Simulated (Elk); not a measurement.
# MnAu: forms of DFT+U, part 2 of 2

One order of MnAu is run under several DFT+U schemes. What changes?

Elk 11.2.3 (patched build); PBEsol; all-electron APW+lo, Dirac cores, scalar-relativistic bands with second-variational spin-orbit coupling.

So far. Step 4 (A Yukawa screening of 1 1/bohr on Mn d (fully …): The largest spin moment is +0.71 μB from that of the first run. Step 5 (U = 6.00 eV, J = 0.90 eV on Mn d (fully localised)): The largest spin moment is +0.60 μB from that of the first run.

**6. U = 4.00 eV on Mn d (around mean field), Slater integrals from a Yukawa potential**

Level of this step: PBEsol with U = 4.00 eV on Mn d (around mean field), Slater integrals from a Yukawa potential; all-electron APW+lo, Dirac cores, scalar-relativistic bands with second-variational spin-orbit coupling (Elk).

The Slater integrals follow from a Yukawa potential fitted to the U, with around-mean-field double counting.

Contents of elk.in:

```
tasks
  0
  15

xctype
  22

rgkmax
  7.0

nempty
  14

swidth
  0.003

reducebf
  0.5

epsengy
  1e-05

maxscl
  100

lmaxi
  3

spincore
  .true.

spinorb
  .true.

cmagz
  .true.

spinpol
  .true.

tmwrite
  .true.

sppath
  './'

avec
  6.06178422636 0.00000000000 0.00000000000
  0.00000000000 6.06178422636 0.00000000000
  0.00000000000 0.00000000000 6.06178422636

atoms
  2
  'Mn.in'
  1
  0.5000000000 0.5000000000 0.5000000000   0.000000 0.000000 -0.105000
  'Au.in'
  1
  0.0000000000 0.0000000000 0.0000000000   0.000000 0.000000 0.000000

ngridk
  6 6 6

dft+u
  2 5
  1 2 0.146997
```

Started as:

```console
$ OMP_NUM_THREADS=4 elk
```

Numbers of over 12 decimals in the logs are rounded to 6 here.

The program printed:

```text
Warning(gndstate): failed to reach self-consistency after 100 loops
Warning(gndstate): forces or DFT+U at lmaxo under 8 : 6
  [figures from our tests cut]: type lmaxo 8 and lmaxapw 10
Warning(chksvso): spin-orbit splittings by the second variation are low, by 9 per cent in xenon's

--- INFO.OUT ---
┌─────────────────────────┐
│ Elk code version 11.2.3 │
└─────────────────────────┘

All units are atomic (Hartree, Bohr, etc.)

┌─────────────────────────────────────────────────┐
│ Ground-state run starting from atomic densities │
[...]
total in muffin-tins        :    102.0507171
 total calculated charge     :    103.9997198
 total charge                :    104.0000000
[...]
Moments :
 interstitial                :   0.2769521190E-01
 muffin-tins
  species : 1 (Mn)
   atom 1                    :  -0.5613546129
  species : 2 (Au)
   atom 1                    :  -0.5015389849E-01
 total in muffin-tins        :  -0.6115085114
 total moment                :  -0.5838132995

┌──────────────────────────────┐
│ Self-consistent loop stopped │
└──────────────────────────────┘

Warning : forces or DFT+U at lmaxo under 8 : 6

Wrote STATE.OUT

[key lines of the parts left out:]
total energy                :     -20200.266837064
```

Run time: 13 min. Hardware: 4 threads of Arm Neoverse V1, shared host; peak memory 0.47 GiB.

No converged result was reached; the numbers in the log don't describe the system.

More loops from the saved state are the next try.

After 100 loops the RMS change of the potential stands at 3e-05 Ha, and it does not fall steadily.

**7. U = 2.00 eV, J = 0.90 eV on Mn d (fully localised)**

The same form with other values shows how far the result hangs on them.

Changes to elk.in since step 6:

```diff
@@ -64,3 +64,3 @@
 dft+u
-  2 5
-  1 2 0.146997
+  1 1
+  1 2 0.073499 0.033074
```

Started as:

```console
$ OMP_NUM_THREADS=4 elk
```

The program printed:

```text
Warning(gndstate): forces or DFT+U at lmaxo under 8 : 6
  [figures from our tests cut]: type lmaxo 8 and lmaxapw 10
Warning(chksvso): spin-orbit splittings by the second variation are low [figures from our tests cut]: local-orbitals by j (lorbdm 7 and 8, zora) mend levels alone

--- INFO.OUT ---
┌─────────────────────────┐
│ Elk code version 11.2.3 │
└─────────────────────────┘

All units are atomic (Hartree, Bohr, etc.)

┌─────────────────────────────────────────────────┐
│ Ground-state run starting from atomic densities │
[...]
total in muffin-tins        :    102.0483215
 total calculated charge     :    103.9997113
 total charge                :    104.0000000
 error                       :   0.2887208047E-03

Moments :
 interstitial                :   0.1402694686
 muffin-tins
  species : 1 (Mn)
   atom 1                    :    4.111937620
  species : 2 (Au)
   atom 1                    :   0.8142552180E-01
 total in muffin-tins        :    4.193363142
 total moment                :    4.333632611

┌──────────────────────────────┐
│ Self-consistent loop stopped │
└──────────────────────────────┘

Warning : forces or DFT+U at lmaxo under 8 : 6

Wrote STATE.OUT

[key lines of the parts left out:]
total energy                :     -20200.205338938
```

The job ended after 3.2 min (4 threads; peak memory 0.47 GiB; 12 min of CPU time).

This step gave:

```
density of states at the Fermi level : 1.454 states/eV/cell
moment between the spheres           : 0.1403 μB
magnetization                        : 4.334 μB
final state                          : ferromagnetic
largest moment                       : 4.112 μB
```

The largest spin moment is +0.24 μB from that of the first run.

**8. Another try**

An input with a fault is tried, to see how the program answers.

Contents of elk.in:

```
tasks
  0

xctype
  22

rgkmax
  7.0

nempty
  14

swidth
  0.003

reducebf
  0.5

epsengy
  1e-05

maxscl
  75

lmaxi
  3

spincore
  .true.

spinorb
  .true.

cmagz
  .true.

spinpol
  .true.

sppath
  './'

scale
  1.88972612

avec
  6.06178422636 0.00000000000 0.00000000000
  0.00000000000 6.06178422636 0.00000000000
  0.00000000000 0.00000000000 6.06178422636

atoms
  2
  'Mn.in'
  1
  0.5000000000 0.5000000000 0.5000000000   0.000000 0.000000 -0.105000
  'Au.in'
  1
  0.0000000000 0.0000000000 0.0000000000   0.000000 0.000000 0.000000

ngridk
  6 6 6

dft+u
  1 1
  1 2 0.073499 0.033074
```

Started as:

```console
$ OMP_NUM_THREADS=4 elk
```

The program printed:

```text
┌─────────────────────────┐
│ Elk code version 11.2.3 │
└─────────────────────────┘

All units are atomic (Hartree, Bohr, etc.)

┌─────────────────────────────────────────────────┐
│ Ground-state run starting from atomic densities │
└─────────────────────────────────────────────────┘

Lattice vectors :
   11.45511199       0.000000000       0.000000000
   0.000000000       11.45511199       0.000000000
   0.000000000       0.000000000       11.45511199

Species : 1 (Mn)
 muffin-tin radius :    2.400000000
 atomic positions (lattice), magnetic fields (Cartesian) :
  1 :   0.00000000  0.00000000  0.00000000    0.00000000  0.00000000 -0.10500000

Species : 2 (Au)
 muffin-tin radius :    2.800000000
 atomic positions (lattice), magnetic fields (Cartesian) :
  1 :   0.50000000  0.50000000  0.50000000    0.00000000  0.00000000  0.00000000

Total number of atoms per unit cell :    2
Total muffin-tin volume :    149.8581584
 ratio of muffin-tin to unit cell volume :   0.9969706504E-01

Spin treatment :
 spin-polarised
 spin-orbit coupling
 spin-polarised core states
 global magnetic field (Cartesian) :    0.000000000       0.000000000       0.000000000
 collinear magnetisation in z-direction

Number of Bravais lattice symmetries :   48
Number of crystal symmetries         :    8
Crystal has inversion symmetry
Real symmetric eigensolver will be used

k-point grid :      6     6     6
k-point offset :    0.000000000       0.000000000       0.000000000
k-point set is reduced with full crystal symmetry group
Total number of k-points :       44

Muffin-tin radius times maximum |G+k| :    7.000000000
 using average radius
Maximum |G+k| for APW functions       :    2.692307692
Maximum (1/2)|G+k|²                   :    3.624260355
Maximum |G| for potential and density :    12.00000000
Constant for pseudocharge density :    8
 order of it for each species :   15  15
 order of it for pair densities of each species (exact exchange by exxq0 0: 15) :    8  11
Radial integration step length :    1

G-vector grid sizes :     45    45    45
Number of G-vectors :    43819

Maximum angular momentum used for
 APW functions            :    8
 outer part of muffin-tin :    6

Number of empty states         :     28
Total number of valence states :    104
Total number of core states    :     58

Third-order local-orbitals added for an l without core states : T
Total number of local-orbitals :     61

Exchange-correlation functional :     22     0     0
 PBEsol, Phys. Rev. Lett. 100, 136406 (2008)
 gradient requirement :    1
 generalised gradient approximation (GGA)

DFT+U calculation
 fully localised limit (FLL)
 see Phys. Rev. B 52, R5467 (1995)
 species : 1 (Mn), l = 2, U =   0.07349900, J =   0.03307400

Smearing type :    3
 Fermi-Dirac
Smearing width :   0.3000000000E-02
Effective electronic temperature (K) :    947.3250744

Mixing type :    3
 Broyden mixing, J. Phys. A: Math. Gen. 17, L317 (1984)

Kohn-Sham potential initialised from atomic data

┌──────────────────────────────┐
│ Self-consistent loop started │
└──────────────────────────────┘

[... earlier loops left out ...]

┌──────────────────┐
│ Loop number : 32 │
└──────────────────┘

[key lines of the parts left out:]
total energy                :     -20199.910677997
```

Wall time 5 min (4 threads); peak memory 0.56 GiB.

The run was cut off at its time limit.

The fault put into the input: lattice vectors scaled to bohr twice.

After 31 loops the RMS change of the potential stands at 4e-05 Ha, and it does not fall steadily.

The vectors were already in bohr, so the added factor sets the atoms 1.89 times too far apart.

**9. Side by side**

```csv
Hubbard term,state,largest spin moment (μB),its orbital moment (μB),CPU time
none,ferromagnetic,3.876,-0.023,7.8 min
"U = 4.00 eV, J = 0.90 eV on Mn d (fully localised)",ferromagnetic,4.323,-0.010,12 min
a Yukawa screening of 1 1/bohr on Mn d (fully localised),ferromagnetic,4.590,-0.006,13 min
"U = 6.00 eV, J = 0.90 eV on Mn d (fully localised)",ferromagnetic,4.479,-0.002,11 min
"U = 2.00 eV, J = 0.90 eV on Mn d (fully localised)",ferromagnetic,4.112,-0.019,12 min
```

**10. What came out**

| Quantity | Value |
| --- | --- |
| range of the spin moment | 3.88 to 4.59 μB |
| range of the orbital moment | -0.023 to -0.0019 μB |

What this shows: Over the forms that converged the largest spin moment runs from 3.88 to 4.59 μB. 1 did not converge and is missing. Against no U, U = 4.00 eV, J = 0.90 eV on Mn d in the fully localised form raises the moment by 0.45 μB. Total energies under different Hubbard terms can't be compared.

[Logs and program files are shortened in this print: banners, set-up blocks, solver, clock and traceback lines can be left out without a mark of their own.]

[Logs are printed without paths, hosts, clocks, repeated set-up lines and the standing remarks that a program may print on its own settings, such as how far it seeks lower states.]

[Hosts, paths, dates, database ids (printed as entryN), source tags and the programs' standing remarks are cut or masked in the printed files.]

[Where a cell is said to come from a database of computed structures, the database is the Materials Project.]
